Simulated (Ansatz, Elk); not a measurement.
**How far do independent atoms describe AsC2N?**

The structure of AsC2N used here is made up (a known structure type with other elements) and was relaxed beforehand with PBE. The aim is the Fourier transform of its all-electron density, F(hkl), set beside the sum over free spherical atoms that refinements use.

Main program and level: Elk 11.2.3 (patched build); DFT, PBE, all-electron APW+lo, Dirac cores, scalar-relativistic bands, static density, no spin.

The structure was built from a prototype and need not be the compound's stable phase.

## Step 1: Starting point

It takes space group P6/mmm (No. 191, hexagonal). The conventional cell has a = 3.066 Å, b = 3.066 Å, c = 8.156 Å, α = 90.00°, β = 90.00°, γ = 120.00°. Nearest to As lie 6 As at 3.07 Å. N has 6 C at 1.77 Å nearest. Nearest to C lie 3 C at 1.77 Å and 3 N at 1.77 Å. Farther neighbours and most contacts between anions are not listed.

Structure file:

```cif
data_structure
_symmetry_space_group_name_H-M 'P 1'
_symmetry_Int_Tables_number 1
_cell_length_a 3.0662
_cell_length_b 3.0662
_cell_length_c 8.1564
_cell_angle_alpha 90.000
_cell_angle_beta 90.000
_cell_angle_gamma 120.000
_cell_volume 66.41
loop_
_atom_site_label
_atom_site_type_symbol
_atom_site_fract_x
_atom_site_fract_y
_atom_site_fract_z
_atom_site_occupancy
As1 As 0.00000 0.00000 0.50000 1
N2 N 0.00000 0.00000 0.00000 1
C3 C 0.66667 0.33333 0.00000 1
C4 C 0.33333 0.66667 0.00000 1
```

## Step 2: Ground state and structure factors

An all-electron density is needed, since X-rays see the cores too. Task 0 finds the density and task 195 Fourier-transforms it; tshift is off so that phases refer to the origin typed.

elk.in

```
tasks
  0
  195

xctype
  20

spinpol
  .false.

rgkmax
  7.0

gmaxvr
  14.0

lmaxo
  7

lmaxapw
  8

swidth
  0.002

tshift
  .false.

ramdisk
  .false.

hmaxvr
  5.5

maxscl
  120

epspot
  1e-06

sppath
  './'

avec
  5.79423889312 -0.00000000000 0.00000000000
  -2.89711944656 5.01795807704 -0.00000000000
  0.00000000000 -0.00000000000 15.41331032830

atoms
  3
  'As.in'
  1
  -0.0000000000 -0.0000000000 0.5000000000   0.000000 0.000000 0.000000
  'N.in'
  1
  0.0000000000 -0.0000000000 0.0000000000   0.000000 0.000000 0.000000
  'C.in'
  2
  0.6666666667 0.3333333333 0.0000000000   0.000000 0.000000 0.000000
  0.3333333333 0.6666666667 0.0000000000   0.000000 0.000000 0.000000

ngridk
  8 8 3
```

Command:

```bash
$ OMP_NUM_THREADS=4 elk
```

Numbers of over 12 decimals in the logs are rounded to 6 here.

The log of the run:

```text
┌─────────────────────────┐
│ Elk code version 11.2.3 │
└─────────────────────────┘

All units are atomic (Hartree, Bohr, etc.)

┌─────────────────────────────────────────────────┐
│ Ground-state run starting from atomic densities │
└─────────────────────────────────────────────────┘

Lattice vectors :
   5.794238893      -0.000000000       0.000000000
  -2.897119447       5.017958077      -0.000000000
   0.000000000      -0.000000000       15.41331033

Reciprocal lattice vectors :
   1.084384925      0.6260699283       0.000000000
   0.000000000       1.252139857       0.000000000
   0.000000000       0.000000000      0.4076467140

Unit cell volume      :    448.1458180
Brillouin zone volume :   0.5535033542

Muffin-tin inner radius fraction :   0.1000000000E-01

Nuclei treated as point charges

Species : 1 (As)
 parameters loaded from : As.in
 name : arsenic
 nuclear charge    :   -33.00000000
 electronic charge :    33.00000000
 atomic mass :    136573.7220
 muffin-tin radius :    2.400000000
 number of radial points in muffin-tin :    993
 inner part over the whole radius :   0.9862024899E-02
 number on inner part of muffin-tin    :    702
 approximate nuclear radius :   0.7712558785E-04
 number of mesh points to nuclear radius :    341
 atomic positions (lattice), magnetic fields (Cartesian) :
  1 :   0.00000000  0.00000000  0.50000000    0.00000000  0.00000000  0.00000000

Species : 2 (N)
 parameters loaded from : N.in
 name : nitrogen
 nuclear charge    :   -7.000000000
 electronic charge :    7.000000000
 atomic mass :    25532.65216
 muffin-tin radius :    1.647652692
 number of radial points in muffin-tin :    593
 inner part over the whole radius :   0.9950418118E-02
 number on inner part of muffin-tin    :    406
 approximate nuclear radius :   0.4939692610E-04
 number of mesh points to nuclear radius :    171
 atomic positions (lattice), magnetic fields (Cartesian) :
  1 :   0.00000000  0.00000000  0.00000000    0.00000000  0.00000000  0.00000000

Species : 3 (C)
 parameters loaded from : C.in
 name : carbon
 nuclear charge    :   -6.000000000
 electronic charge :    6.000000000
 atomic mass :    21894.16674
 muffin-tin radius :    1.647652692
 number of radial points in muffin-tin :    593
 inner part over the whole radius :   0.9948663116E-02
 number on inner part of muffin-tin    :    405
 approximate nuclear radius :   0.4747601631E-04
 number of mesh points to nuclear radius :    167
 atomic positions (lattice), magnetic fields (Cartesian) :
  1 :  -0.33333333  0.33333333  0.00000000    0.00000000  0.00000000  0.00000000
  2 :   0.33333333 -0.33333333  0.00000000    0.00000000  0.00000000  0.00000000

Total number of atoms per unit cell :    4
Total muffin-tin volume :    114.1149681
 ratio of muffin-tin to unit cell volume :   0.2546380296

Spin treatment :
 spin-unpolarised

Number of Bravais lattice symmetries :   24
Number of crystal symmetries         :   24
Crystal has inversion symmetry
Real symmetric eigensolver will be used

k-point grid :      8     8     3
k-point offset :    0.000000000       0.000000000       0.000000000
k-point set is reduced with full crystal symmetry group
Total number of k-points :       20

Muffin-tin radius times maximum |G+k| :    7.000000000
 using average radius
Maximum |G+k| for APW functions       :    3.813177156
Maximum (1/2)|G+k|²                   :    7.270160013
Maximum |G| for potential and density :    14.00000000
Constant for pseudocharge density :    8
 order of it for each species :   15  15  15
 order of it for pair densities of each species (exact exchange by exxq0 0: 16) :   15   7   7
Radial integration step length :    1

G-vector grid sizes :     27    27    70
Number of G-vectors :    20727

Maximum angular momentum used for
 APW functions            :    8
 outer part of muffin-tin :    7
 inner part of muffin-tin :    2

Total nuclear charge    :   -52.00000000
Total core charge       :    24.00000000
Total valence charge    :    28.00000000
[...]
correlation                 :     -2.280226
 electron entropic           :    -0.85960456998061E-03
 total energy                :     -2392.9147537899

Density of states at Fermi energy :    69.26308148
 (states/Hartree/unit cell)

Estimated indirect band gap :   0.1466156539E-02
 from k-point 10 to k-point 13
Estimated direct band gap   :   0.1557725125E-01
 at k-point 9

Charges :
 core                        :    24.00000000
 valence                     :    28.00000000
 interstitial                :    5.418091298
 muffin-tins (core leakage)
  species : 1 (As)
   atom 1                    :    30.62809623     (  0.1385635236E-03)
  species : 2 (N)
   atom 1                    :    6.294760325     (  0.6662365266E-06)
  species : 3 (C)
[...]
total in muffin-tins        :    46.58190870
 total calculated charge     :    51.99969434
 total charge                :    52.00000000
 error                       :   0.3056618560E-03

RMS change in Kohn-Sham potential (target) :    2.317655940     (  0.1000000000E-05)
Absolute change in total energy (target)   :   0.1686821352     (  0.1000000000E-03)

[... loops 3 to 22 left out ...]

┌──────────────────┐
│ Loop number : 23 │
└──────────────────┘

Energies :
 Fermi                       :     0.109714
 sum of occupied eigenvalues :     -1377.9877179711
 electron kinetic            :      2441.9912123501
 core electron kinetic       :      2238.1828086965
 Coulomb                     :     -4732.4174442058
 Coulomb potential           :     -3688.6657919761
 nuclear-nuclear             :     -243.43645737168
 electron-nuclear            :     -5293.3087163359
 Hartree                     :      804.32772950179
 Madelung                    :     -2888.0845482177
 xc potential                :     -131.31313834504
 exchange                    :     -98.863128901120
 correlation                 :     -2.276996
 electron entropic           :    -0.90893594188668E-03
 total energy                :     -2391.5672653697

Density of states at Fermi energy :    76.00270116
 (states/Hartree/unit cell)

Estimated indirect band gap :   0.3601567219E-03
 from k-point 7 to k-point 17
Estimated direct band gap   :   0.8363999116E-02
 at k-point 13

Charges :
 core                        :    24.00000000
 valence                     :    28.00000000
 interstitial                :    5.583683337
 muffin-tins (core leakage)
  species : 1 (As)
[...]
species : 2 (N)
[...]
species : 3 (C)
[...]
total in muffin-tins        :    46.41631666
 total calculated charge     :    51.99971288
 total charge                :    52.00000000
 error                       :   0.2871171843E-03

RMS change in Kohn-Sham potential (target) :   0.9934119074E-06 (  0.1000000000E-05)
Absolute change in total energy (target)   :   0.1652726814E-04 (  0.1000000000E-03)

Convergence targets achieved

┌──────────────────┐
│ Loop number : 24 │
└──────────────────┘

Energies :
 Fermi                       :     0.109714
 sum of occupied eigenvalues :     -1377.9877149883
 electron kinetic            :      2441.9912133492
 core electron kinetic       :      2238.1828096682
 Coulomb                     :     -4732.4174439764
 Coulomb potential           :     -3688.6658071734
 nuclear-nuclear             :     -243.43645737168
 electron-nuclear            :     -5293.3087007526
 Hartree                     :      804.32771414796
 Madelung                    :     -2888.0845403897
 xc potential                :     -131.31312116423
 exchange                    :     -98.863129029692
 correlation                 :     -2.276996
 electron entropic           :    -0.90893405187671E-03
 total energy                :     -2391.5672642467

Density of states at Fermi energy :    76.00250488
 (states/Hartree/unit cell)

Estimated indirect band gap :   0.3601587558E-03
 from k-point 7 to k-point 17
Estimated direct band gap   :   0.8364026712E-02
 at k-point 13

Charges :
 core                        :    24.00000000
 valence                     :    28.00000000
 interstitial                :    5.583683340
 muffin-tins (core leakage)
  species : 1 (As)
[...]
species : 2 (N)
   atom 1                    :    5.976838506     (  0.6761833506E-06)
  species : 3 (C)
   atom 1                    :    4.671005627     (  0.1339832768E-04)
   atom 2                    :    4.671005627     (  0.1339832768E-04)
 total in muffin-tins        :    46.41631666
 total calculated charge     :    51.99971288
 total charge                :    52.00000000
 error                       :   0.2871170325E-03

┌──────────────────────────────┐
│ Self-consistent loop stopped │
└──────────────────────────────┘

Warning : core states of species 1 leak from the muffin-tin :   0.1367306184E-03

Wrote STATE.OUT
```

Wall time 20 s (4 threads of Arm Neoverse V2, shared host); peak memory 0.16 GiB.

SFACRHO.OUT:

```text

h k l indices transformed by vhmat matrix:
   1.000000000       0.000000000       0.000000000    
   0.000000000       1.000000000       0.000000000    
   0.000000000       0.000000000       1.000000000    

      h      k      l  multipl.   |H|            Re(F)            Im(F)           |F|

      0      0      0      1   0.0000000       52.000000      0.65472685E-16   52.000000    
      0      0      1      2  0.40764671      -13.975529      0.35021732E-14   13.975529    
      0      0     -2      2  0.81529343       44.972893      0.71896397E-14   44.972893    
      0      0     -3      2   1.2229401      -14.317246     -0.10149774E-13   14.317246    
     -1      1      0      6   1.2521399       27.695650      -0.0000000       27.695650    
      1     -1     -1     12   1.3168258      -25.231589     -0.31096363E-14   25.231589    
      1     -1     -2     12   1.4941746       26.200288      0.62192726E-14   26.200288    
      0      0     -4      2   1.6305869       34.512972      0.12531977E-13   34.512972    
      1     -1     -3     12   1.7502676      -23.069499     -0.85514998E-14   23.069499    
      0      0      5      2   2.0382336      -14.394440     -0.64618828E-13   14.394440    
      1     -1      4     12   2.0558861       23.037693     -0.11661136E-13   23.037693    
      2     -1      0      6   2.1687698       29.518986      0.38338628E-16   29.518986    
      1     -2     -1     12   2.2067484      -14.210199     -0.59598589E-15   14.210199    
      2     -1     -2     12   2.3169519       28.341116      0.52565021E-14   28.341116    
      0      1      5     12   2.3921226      -20.339643     -0.60832260E-13   20.339643    
      0      0     -6      2   2.4458803       27.326205      0.15330641E-13   27.326205    
      2     -1      3     12   2.4898083      -13.758176      0.74887925E-14   13.758176    
      0     -2      0      6   2.5042797       21.009330     -0.38870454E-15   21.009330
```

Elk indexes on the primitive cell of elk.in and gives |H| = 4π sin θ/λ in inverse bohr. Below, one row stands for each form hkl of the conventional cell (m members, Friedel mates merged), F is for one primitive cell and the density is static (no thermal factor). Free-atom factors are Waasmaier and Kirfel's, and R is Σm||F|−|F'||/Σm|F|.

```tsv
hkl	m	sin θ/λ (Å⁻¹)	abs F, DFT	neutral atoms	diff.
001	2	0.061	13.976	14.011	-0.035
002	2	0.123	44.973	44.851	+0.122
003	2	0.184	14.317	14.475	-0.157
100	6	0.188	27.696	27.715	-0.019
101	12	0.198	25.232	25.296	-0.065
102	12	0.225	26.200	26.235	-0.034
004	2	0.245	34.513	34.447	+0.066
103	12	0.263	23.070	23.109	-0.039
005	2	0.306	14.394	14.483	-0.089
104	12	0.309	23.038	23.143	-0.105
110	6	0.326	29.519	29.505	+0.014
111	12	0.332	14.210	14.279	-0.069
112	12	0.348	28.341	28.365	-0.024
105	12	0.360	20.340	20.346	-0.006
006	2	0.368	27.326	27.435	-0.109
113	12	0.374	13.758	13.791	-0.033
200	6	0.377	21.009	20.904	+0.105
201	12	0.382	19.616	19.758	-0.142
202	12	0.396	20.354	20.288	+0.066
114	12	0.408	25.600	25.670	-0.070
106	12	0.413	19.642	19.757	-0.115
203	12	0.419	18.673	18.768	-0.095
```

## Step 3: The highest occupied states alone

An energy window below the Fermi level keeps the highest occupied states, to see at which angles they scatter; shallow core shells can lie inside it and anion s states outside. No new self-consistency is needed.

Changes to elk.in since step 2:

```diff
@@ -1,3 +1,2 @@
 tasks
-  0
   195
@@ -40,2 +39,5 @@
 
+wsfac
+  -0.257780 0.409710
+
 sppath
```

Command:

```bash
$ OMP_NUM_THREADS=4 elk
```

The log of the run:

```text
┌─────────────────────────────────┐
│ Elk code version 11.2.3 started │
└─────────────────────────────────┘

Info(readinput): the functional depends on the density's gradient
 muffin-tin radial points multiplied by    2.00000
 (not where nrmtscf is given)

┌────────────────────┐
│ Current task : 195 │
└────────────────────┘
Info(checkmt): changed muffin-tin radius of species 2 (N) from   1.8000 to   1.6477
Info(checkmt): changed muffin-tin radius of species 3 (C) from   1.8000 to   1.6477

Info(sfacrho): density structure factors written to SFACRHO.OUT

 Energy window :  -0.2577800000      0.4097100000

┌──────────────────┐
│ Elk code stopped │
└──────────────────┘
```

Wall time 4.8 s (4 threads); peak memory 0.16 GiB; 5.7 s of CPU time.

States within 10 eV below the Fermi level hold 11.84 electrons; any levels below the window count with the cores, and a count that is not whole means the window cuts a band. Their amplitudes can exceed the total, where window and core parts have opposite phase:

```tsv
hkl	sin θ/λ (Å⁻¹)	abs F, window	abs F, all
001	0.061	3.716	13.976
002	0.123	7.247	44.973
003	0.184	2.635	14.317
100	0.188	1.238	27.696
101	0.198	0.126	25.232
102	0.225	0.774	26.200
004	0.245	1.972	34.513
103	0.263	0.325	23.070
005	0.306	0.927	14.394
104	0.309	0.195	23.038
```

(Continued in part 2 of 2.)

[Logs are printed without paths, hosts, clocks, repeated set-up lines and the standing remarks that a program may print on its own settings, such as how far it seeks lower states.]

[Hosts, paths, dates, database ids (printed as entryN), source tags and the programs' standing remarks are cut or masked in the printed files.]
